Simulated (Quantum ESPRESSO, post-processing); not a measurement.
# MoSi2N4, 1 layer: a series in the share of short-range exact exchange, part 3 of 3

What law, if any, do the results for MoSi2N4, 1 layer follow against the share of short-range exact exchange?

Quantum ESPRESSO 7.5; plane-wave DFT, PBE, SG15 norm-conserving pseudopotentials.

So far. Step 2 (Variable-cell relaxation of the reference):  The last row is no step: it is a fresh SCF in the final cell with a new plane-wave basis, +1 meV from the row before.

## (6) Ground state, 0.3

Level of this step: plane-wave DFT, screened hybrid with 0.3 exact exchange, SG15 norm-conserving pseudopotentials (Quantum ESPRESSO 7.5). input_dft overrides the functional of the files.

The input, m5.scf.in:

```
&control
  prefix = 'm5.scf'
  outdir = './out'
  pseudo_dir = './pseudo'
  calculation = 'scf'
  tprnfor = .true.
/
&system
  ibrav = 0
  nat = 7
  ntyp = 3
  ecutwfc = 60
  ecutrho = 240
  occupations = 'fixed'
  nbnd = 24
  input_dft = 'hse'
  exx_fraction = 0.3
  nqx1 = 3
  nqx2 = 3
  nqx3 = 1
  ecutfock = 60
/
&electrons
  conv_thr = 1e-08
  mixing_beta = 0.6
  electron_maxstep = 120
/
ATOMIC_SPECIES
  N   14.0070  N_ONCV_PBE-1.2.upf
  Si  28.0850  Si_ONCV_PBE-1.2.upf
  Mo  95.9500  Mo_ONCV_PBE-1.2.upf
CELL_PARAMETERS angstrom
  2.90109466400000 0.00000000000000 0.00000000000000
  -1.45054733200000 2.51242167800000 0.00000000000000
  0.00000000000000 0.00000000000000 21.86179061700000
ATOMIC_POSITIONS crystal
  N   0.000000000000 0.000000000000 0.338240171700
  Si  0.333333333300 0.666666666700 0.362098330200
  N   0.333333333300 0.666666666700 0.442564932500
  Mo  0.000000000000 0.000000000000 0.500000000000
  N   0.333333333300 0.666666666700 0.557435067500
  Si  0.333333333300 0.666666666700 0.637901669800
  N   0.000000000000 0.000000000000 0.661759828300
K_POINTS automatic
  9 9 1 0 0 0
```

Run with:

```bash
$ OMP_NUM_THREADS=1 mpirun -n 4 pw.x -nk 4 -in m5.scf.in > m5.scf.out
```

Log:

```text
[banner, memory and clock lines left out]
Program PWSCF v.7.5 starts
[...]
Message from routine setup:
[...]
number of electrons       =        42.00
     number of Kohn-Sham states=           24
     kinetic-energy cutoff     =      60.0000  Ry
     charge density cutoff     =     240.0000  Ry
[...]
number of k points=    12
[...]
Dense  grid:    67673 G-vectors     FFT dimensions: (  27,  27, 216)
[...]
negative rho (up, down):  1.683E-04 0.000E+00
     Starting wfcs are random
[...]
estimated scf accuracy    <       1.58251346 Ry
[...]
estimated scf accuracy    <       3.01890671 Ry
[...]
estimated scf accuracy    <       0.93052024 Ry
[...]
estimated scf accuracy    <       0.06087899 Ry
[...]
estimated scf accuracy    <       0.00516863 Ry
[...]
estimated scf accuracy    <       0.00158008 Ry
[...]
estimated scf accuracy    <       0.00047129 Ry
[...]
estimated scf accuracy    <       0.00001750 Ry
[...]
estimated scf accuracy    <       0.00000537 Ry
[...]
estimated scf accuracy    <       0.00000015 Ry
[...]
estimated scf accuracy    <       0.00000013 Ry
[...]
highest occupied, lowest unoccupied level (ev):     2.3380    4.3276
!    total energy              =    -232.98729998 Ry
     estimated scf accuracy    <          3.4E-10 Ry
     convergence has been achieved in  12 iterations
[...]
estimated scf accuracy    <       0.01105609 Ry
[...]
estimated scf accuracy    <       0.02115869 Ry
[...]
estimated scf accuracy    <       0.00015326 Ry
[...]
estimated scf accuracy    <       0.00005127 Ry
[...]
estimated scf accuracy    <       0.00000586 Ry
[...]
estimated scf accuracy    <       0.00000040 Ry
[...]
estimated scf accuracy    <       0.00000007 Ry
[...]
highest occupied, lowest unoccupied level (ev):     1.7141    4.4331
!    total energy              =    -232.88369759 Ry
     estimated scf accuracy    <          4.5E-10 Ry
     convergence has been achieved in   8 iterations
[...]
estimated scf accuracy    <       0.00021287 Ry
[...]
estimated scf accuracy    <       0.00030562 Ry
[...]
estimated scf accuracy    <       0.00000829 Ry
[...]
estimated scf accuracy    <       0.00000177 Ry
[...]
estimated scf accuracy    <       0.00000017 Ry
[...]
highest occupied, lowest unoccupied level (ev):     1.6991    4.4322
!    total energy              =    -232.88583181 Ry
     estimated scf accuracy    <          5.5E-09 Ry
     convergence has been achieved in   6 iterations
[...]
estimated scf accuracy    <       0.00001016 Ry
[...]
estimated scf accuracy    <       0.00001331 Ry
[...]
estimated scf accuracy    <       0.00000048 Ry
[...]
estimated scf accuracy    <       0.00000008 Ry
[...]
highest occupied, lowest unoccupied level (ev):     1.6963    4.4316
!    total energy              =    -232.88592443 Ry
     estimated scf accuracy    <          8.6E-09 Ry
     convergence has been achieved in   5 iterations
[...]
estimated scf accuracy    <       0.00000055 Ry
[...]
estimated scf accuracy    <       0.00000061 Ry
[...]
estimated scf accuracy    <       0.00000003 Ry
[...]
highest occupied, lowest unoccupied level (ev):     1.6949    4.4305
!    total energy              =    -232.88593162 Ry
     estimated scf accuracy    <          7.4E-09 Ry
     convergence has been achieved in   4 iterations
[...]
estimated scf accuracy    <       0.00000009 Ry
[...]
estimated scf accuracy    <       0.00000016 Ry
[...]
highest occupied, lowest unoccupied level (ev):     1.6954    4.4311
!    total energy              =    -232.88593239 Ry
     estimated scf accuracy    <          1.2E-09 Ry
     convergence has been achieved in   3 iterations
[...]
highest occupied, lowest unoccupied level (ev):     1.6953    4.4310
!    total energy              =    -232.88593249 Ry
     estimated scf accuracy    <          4.4E-09 Ry
     convergence has been achieved in   1 iterations
[...]
highest occupied, lowest unoccupied level (ev):     1.6951    4.4307
!    total energy              =    -232.88593250 Ry
     estimated scf accuracy    <          5.3E-09 Ry
     convergence has been achieved in   1 iterations
[...]
!!   total energy              =    -232.88593251 Ry
[...]
Total force =     0.032471     Total SCF correction =     0.000224
[...]
```

The job ended after 1.9 min (4 MPI ranks of Arm Neoverse V2, shared host; peak memory 3.3 GiB; 7.6 min of CPU time).

Read from the output:

| Item | Value |
| --- | --- |
| free energy | -3168.5745 eV |
| valence top, on the run's zero | 1.695 eV |
| conduction bottom, on the run's zero | 4.431 eV |
| gap by band count | 2.736 eV |

## (7) Self-consistent run, 0.4

Level of this step: plane-wave DFT, screened hybrid with 0.4 exact exchange, SG15 norm-conserving pseudopotentials (Quantum ESPRESSO 7.5). input_dft overrides the functional of the files.

m6.scf.in, as its differences from the input of step 6:

```diff
@@ -1,3 +1,3 @@
 &control
-  prefix = 'm5.scf'
+  prefix = 'm6.scf'
   outdir = './out'
@@ -16,3 +16,3 @@
   input_dft = 'hse'
-  exx_fraction = 0.3
+  exx_fraction = 0.4
   nqx1 = 3
```

Run with:

```bash
$ OMP_NUM_THREADS=1 mpirun -n 4 pw.x -nk 4 -in m6.scf.in > m6.scf.out
```

Log:

```text
[banner, memory and clock lines left out]
Program PWSCF v.7.5 starts
[...]
Message from routine setup:
[...]
number of electrons       =        42.00
     number of Kohn-Sham states=           24
     kinetic-energy cutoff     =      60.0000  Ry
     charge density cutoff     =     240.0000  Ry
[...]
number of k points=    12
[...]
Dense  grid:    67673 G-vectors     FFT dimensions: (  27,  27, 216)
[...]
negative rho (up, down):  1.683E-04 0.000E+00
     Starting wfcs are random
[...]
estimated scf accuracy    <       1.58251346 Ry
[...]
estimated scf accuracy    <       3.01890671 Ry
[...]
estimated scf accuracy    <       0.93052024 Ry
[...]
estimated scf accuracy    <       0.06087899 Ry
[...]
estimated scf accuracy    <       0.00516863 Ry
[...]
estimated scf accuracy    <       0.00158008 Ry
[...]
estimated scf accuracy    <       0.00047129 Ry
[...]
estimated scf accuracy    <       0.00001750 Ry
[...]
estimated scf accuracy    <       0.00000537 Ry
[...]
estimated scf accuracy    <       0.00000015 Ry
[...]
estimated scf accuracy    <       0.00000013 Ry
[...]
highest occupied, lowest unoccupied level (ev):     2.3380    4.3276
!    total energy              =    -232.98729998 Ry
     estimated scf accuracy    <          3.4E-10 Ry
     convergence has been achieved in  12 iterations
[...]
estimated scf accuracy    <       0.00000032 Ry
[...]
estimated scf accuracy    <       0.00000002 Ry
[...]
highest occupied, lowest unoccupied level (ev):     1.4754    4.4726
!    total energy              =    -232.85876803 Ry
     estimated scf accuracy    <          3.2E-09 Ry
     convergence has been achieved in   4 iterations
[...]
estimated scf accuracy    <       0.00000007 Ry
[...]
estimated scf accuracy    <       0.00000007 Ry
[...]
highest occupied, lowest unoccupied level (ev):     1.4762    4.4737
!    total energy              =    -232.85876887 Ry
     estimated scf accuracy    <          2.2E-09 Ry
     convergence has been achieved in   3 iterations
[...]
highest occupied, lowest unoccupied level (ev):     1.4759    4.4732
!    total energy              =    -232.85876903 Ry
     estimated scf accuracy    <          9.7E-09 Ry
     convergence has been achieved in   1 iterations
[...]
estimated scf accuracy    <       0.00000002 Ry
[...]
estimated scf accuracy    <       0.00000004 Ry
[...]
highest occupied, lowest unoccupied level (ev):     1.4765    4.4740
!    total energy              =    -232.85876907 Ry
     estimated scf accuracy    <          7.9E-11 Ry
     convergence has been achieved in   3 iterations
[...]
!!   total energy              =    -232.85876907 Ry
[...]
Total force =     0.042537     Total SCF correction =     0.000024
[...]
```

Run time: 2.1 min. Hardware: 4 MPI ranks; peak memory 3.3 GiB.

Read from the output:

```
free energy                          : -3168.2050 eV
valence top, on the run's zero       : 1.477 eV
conduction bottom, on the run's zero : 4.474 eV
gap by band count                    : 2.997 eV
```

## (8) The series side by side

The series in one table:

```csv
"the share of short-range exact exchange (0.25 is HSE06, 0 is PBE)",gap on the mesh (eV),vacuum level over the valence top (eV)
0,1.99,5.53
0.1,2.232,5.747
0.15,2.355,5.857
0.2,2.481,5.968
0.25,2.607,6.08
0.3,2.736,6.193
0.4,2.997,6.418
```

## (9) A check by hand

A line through all members has gap = 1.982 + 2.519 α eV and misses single members by up to 0.008 eV; a gap of 2.49 eV, 0.5 above the first member's, would need α = (2.49 − 1.982)/2.519 = 0.20.

## (10) What came out

| Quantity | Value |
| --- | --- |
| gap at a share of 0.25 (HSE06) | 2.61 eV |
| gap on the mesh, at 0 and at 0.4 | 1.99, 3.00 eV |
| vacuum level over the valence top, at 0 and at 0.4 | 5.53, 6.42 eV |

The series holds 7 members; gap at a share of 0.25 (HSE06): 2.61 eV. From 0 to 0.4 the gap on the mesh rises from 1.99 to 3.00 eV. From 0 to 0.4 the vacuum level over the valence top rises from 5.53 to 6.42 eV. The valence top sinks by 2.22 eV and the gap opens by 2.52 eV per unit share, so the valence top carries 88 % of the opening. Gaps are those of the mesh; no spin-orbit coupling; the q mesh was not tested; the geometry stays that of PBE.

[Logs are printed without paths, hosts, clocks, repeated set-up lines and the standing remarks that a program may print on its own settings, such as how far it seeks lower states.]

[Hosts, paths, dates, database ids (printed as entryN), source tags and the programs' standing remarks are cut or masked in the printed files.]

[Maps of the electrostatic potential energy from Ansatz leave out the sawtooth potential of an applied field or a dipole correction, so their vacuum need not be flat; planar profiles and work functions include it.]
